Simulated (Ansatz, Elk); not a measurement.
# ScTi3Sn2: X-ray structure factors from the self-consistent density

Structure refinements treat a crystal as free atoms side by side. For a made-up structure of ScTi3Sn2 (cell and positions from a PBE relaxation) the runs below show what the calculated density changes in F(hkl).

Main program and level: Elk 11.2.3 (patched build); DFT, PBE, all-electron APW+lo, Dirac cores, scalar-relativistic bands, static density, no spin.

This account leaves out most program logs.

The structure was built from a prototype and need not be the compound's stable phase.

## 1. The structure

Symmetry: P6/mmm, No. 191, hexagonal system. The conventional cell has a = 5.596 Å, b = 5.596 Å, c = 4.724 Å, α = 90.00°, β = 90.00°, γ = 120.00°. Nearest to Sn lie 6 Ti at 2.86 Å and 3 Sn at 3.23 Å and 3 Sc at 3.23 Å. Nearest to Ti lie 4 Ti at 2.80 Å and 4 Sn at 2.86 Å. Sc has 6 Sn at 3.23 Å nearest. Farther neighbours are not listed.

## 2. Ground state and structure factors

An all-electron density is needed, since X-rays see the cores too. Task 0 finds the density and task 195 Fourier-transforms it; tshift is off so that phases refer to the origin typed.

The input, elk.in:

```
tasks
  0
  195

xctype
  20

spinpol
  .false.

rgkmax
  7.0

gmaxvr
  14.0

lmaxo
  7

lmaxapw
  8

swidth
  0.002

tshift
  .false.

ramdisk
  .false.

hmaxvr
  5.5

maxscl
  120

epspot
  1e-06

sppath
  './'

avec
  10.57400212630 0.00000000000 0.00000000000
  -5.28700106315 9.15735446104 0.00000000000
  0.00000000000 0.00000000000 8.92687514315

atoms
  3
  'Sn.in'
  2
  0.6666666667 0.3333333333 0.0000000000   0.000000 0.000000 0.000000
  0.3333333333 0.6666666667 0.0000000000   0.000000 0.000000 0.000000
  'Ti.in'
  3
  -0.0000000000 0.5000000000 0.5000000000   0.000000 0.000000 0.000000
  0.5000000000 0.5000000000 0.5000000000   0.000000 0.000000 0.000000
  0.5000000000 0.0000000000 0.5000000000   0.000000 0.000000 0.000000
  'Sc.in'
  1
  0.0000000000 0.0000000000 0.0000000000   0.000000 0.000000 0.000000

ngridk
  5 5 5
```

Run with:

```sh
$ OMP_NUM_THREADS=4 elk
```

Elapsed: 37 s, on 4 threads of Arm Neoverse V2, shared host; peak memory 0.27 GiB.

SFACRHO.OUT:

```text

h k l indices transformed by vhmat matrix:
   1.000000000       0.000000000       0.000000000    
   0.000000000       1.000000000       0.000000000    
   0.000000000       0.000000000       1.000000000    

      h      k      l  multipl.   |H|            Re(F)            Im(F)           |F|

      0      0      0      1   0.0000000       187.00000      0.75805750E-16   187.00000    
      1      0      0      6  0.68613543      -47.477877     -0.45205727E-14   47.477877    
      0      0      1      2  0.70385047       52.118473      0.30837000E-13   52.118473    
      1      0      1     12  0.98294828      -8.9703629      0.71085732E-14   8.9703629    
     -1      2      0      6   1.1884214       82.364352      0.33955544E-14   82.364352    
      0     -2      0      6   1.3722709       21.934016      0.35376681E-13   21.934016    
     -2      1      1     12   1.3812136       109.85508      0.39400769E-13   109.85508    
      0      0     -2      2   1.4077009       140.56446      0.52313924E-13   140.56446    
     -2      2     -1     12   1.5422493      -69.119749     -0.41307524E-13   69.119749    
      0      1     -2     12   1.5660153      -38.944424      0.13329707E-13   38.944424    
     -3      2      0     12   1.8153437      -36.847931      0.28256773E-14   36.847931    
      1     -2      2     12   1.8422724       71.118483      0.57673369E-14   71.118483    
     -3      2     -1     24   1.9470178      -9.2041199     -0.53991256E-13   9.2041199    
     -2      2      2     12   1.9658966       17.501782     -0.70102227E-13   17.501782    
     -3      0      0      6   2.0584063       67.709450      0.92845797E-13   67.709450    
      0      0     -3      2   2.1115514       41.275803     -0.82945755E-13   41.275803    
      0     -3      1     12   2.1754176       91.159674      0.87475387E-13   91.159674    
      1      0     -3     12   2.2202322      -9.0104325      0.29720335E-13   9.0104325
```

Elk indexes on the primitive cell of elk.in and gives |H| = 4π sin θ/λ in inverse bohr. Below, one row stands for each form hkl of the conventional cell (m members, Friedel mates merged), F is for one primitive cell and the density is static (no thermal factor). Free-atom factors are Waasmaier and Kirfel's, and R is Σm||F|−|F'||/Σm|F|.

```csv
hkl,m,sin θ/λ (Å⁻¹),"abs F, DFT",neutral atoms,diff.
100,6,0.103,47.478,47.223,+0.255
001,2,0.106,52.118,52.593,-0.474
101,12,0.148,8.970,9.018,-0.048
110,6,0.179,82.364,82.188,+0.177
200,6,0.206,21.934,22.575,-0.641
111,12,0.208,109.855,110.433,-0.578
002,2,0.212,140.565,141.120,-0.555
201,12,0.232,69.120,69.516,-0.396
102,12,0.235,38.944,39.126,-0.182
210,12,0.273,36.848,37.019,-0.171
112,12,0.277,71.118,71.185,-0.067
211,24,0.293,9.204,9.171,+0.033
202,12,0.296,17.502,17.455,+0.046
300,6,0.309,67.710,67.846,-0.136
```

## 3. The highest occupied states alone

An energy window below the Fermi level keeps the highest occupied states, to see at which angles they scatter; shallow core shells can lie inside it and anion s states outside. No new self-consistency is needed.

Edit elk.in of step 2 so:

```diff
@@ -1,3 +1,2 @@
 tasks
-  0
   195
@@ -40,2 +39,5 @@
 
+wsfac
+  -0.296650 0.554590
+
 sppath
```

Run with:

```sh
$ OMP_NUM_THREADS=4 elk
```

It took 17 s on 4 threads; peak memory 0.16 GiB; 19 s of CPU time.

States within 15 eV below the Fermi level hold 23.00 electrons; any levels below the window count with the cores. Their amplitudes can exceed the total, where window and core parts have opposite phase:

```csv
hkl,sin θ/λ (Å⁻¹),"abs F, window","abs F, all"
100,0.103,3.143,47.478
001,0.106,1.832,52.118
101,0.148,1.143,8.970
110,0.179,0.438,82.364
200,0.206,2.101,21.934
111,0.208,0.964,109.855
002,0.212,2.592,140.565
201,0.232,1.580,69.120
102,0.235,0.314,38.944
210,0.273,0.115,36.848
```

## 4. Another functional

The difference from free atoms is small, so it is set against the change that PBEsol makes.

Edit elk.in of step 3 so:

```diff
@@ -1,2 +1,3 @@
 tasks
+  0
   195
@@ -4,3 +5,3 @@
 xctype
-  20
+  22
 
@@ -39,5 +40,2 @@
 
-wsfac
-  -0.296650 0.554590
-
 sppath
```

Run with:

```sh
$ OMP_NUM_THREADS=4 elk
```

Run time: 37 s. Hardware: 4 threads; peak memory 0.29 GiB; 90 s of CPU time.

Against the first run R = 0.01 %; the largest change is -0.043 at 220.

## 5. Basis size

The basis and the expansions that go with it are enlarged, to see whether the differences are converged.

Edit elk.in of step 4 so:

```diff
@@ -5,3 +5,3 @@
 xctype
-  22
+  20
 
@@ -11,12 +11,12 @@
 rgkmax
-  7.0
+  8.5
 
 gmaxvr
-  14.0
+  18.0
 
 lmaxo
-  7
+  9
 
 lmaxapw
-  8
+  10
```

Run with:

```sh
$ OMP_NUM_THREADS=4 elk
```

Run time: 89 s. Hardware: 4 threads; peak memory 0.54 GiB; 3.6 min of CPU time.

Against the first run R = 0.01 %; the largest change is -0.018 at 222.

## 6. Settings against the effect

```csv
run,R against the first run (%),"R against neutral atoms, low angle (%)",wall time
"PBE, rgkmax 7",0.00,0.47,37 s
PBEsol,0.01,0.49,37 s
rgkmax 8.5 with larger expansions,0.01,0.47,89 s
```

## 7. Outcome

```json
{"R against neutral atoms, sin θ/λ < 0.3 Å⁻¹": "0.47 %", "R against neutral atoms, 0.3 to 0.82 Å⁻¹": "0.18 %"}
```

In words: Independent neutral atoms miss the calculated amplitudes by R = 0.47 % below 0.3 Å⁻¹ and 0.18 % from there to 0.82 Å⁻¹; by shells, 0.61 % below 0.15 Å⁻¹ (3 forms), 0.46 % 0.15 to 0.3 (10 forms), 0.13 % 0.3 to 0.45 (21 forms), 0.19 % above 0.45 (115 forms). Bonding, aspherical density and the tables' own atoms all enter these figures, and the runs don't part them. The largest change of an amplitude is -0.64 electrons, at 200. The window's part falls from 23.0 electrons at the origin to at most 0.42 between 0.45 and 0.82 Å⁻¹. Below 0.3 Å⁻¹ the changes that finished (PBEsol and rgkmax 8.5 with larger expansions) move F by R = 0.03 % at most, against the 0.47 % that separates it from free atoms. The k-mesh has no finished test. These runs have no spin, though d or f shells may be open. Part of the difference isn't bonding: the tables are fits to free atoms and ions calculated by other methods than this functional. Thermal motion, anomalous dispersion and extinction are left out.

[Logs are printed without paths, hosts, clocks, repeated set-up lines and the standing remarks that a program may print on its own settings, such as how far it seeks lower states.]

[Hosts, paths, dates, database ids (printed as entryN), source tags and the programs' standing remarks are cut or masked in the printed files.]
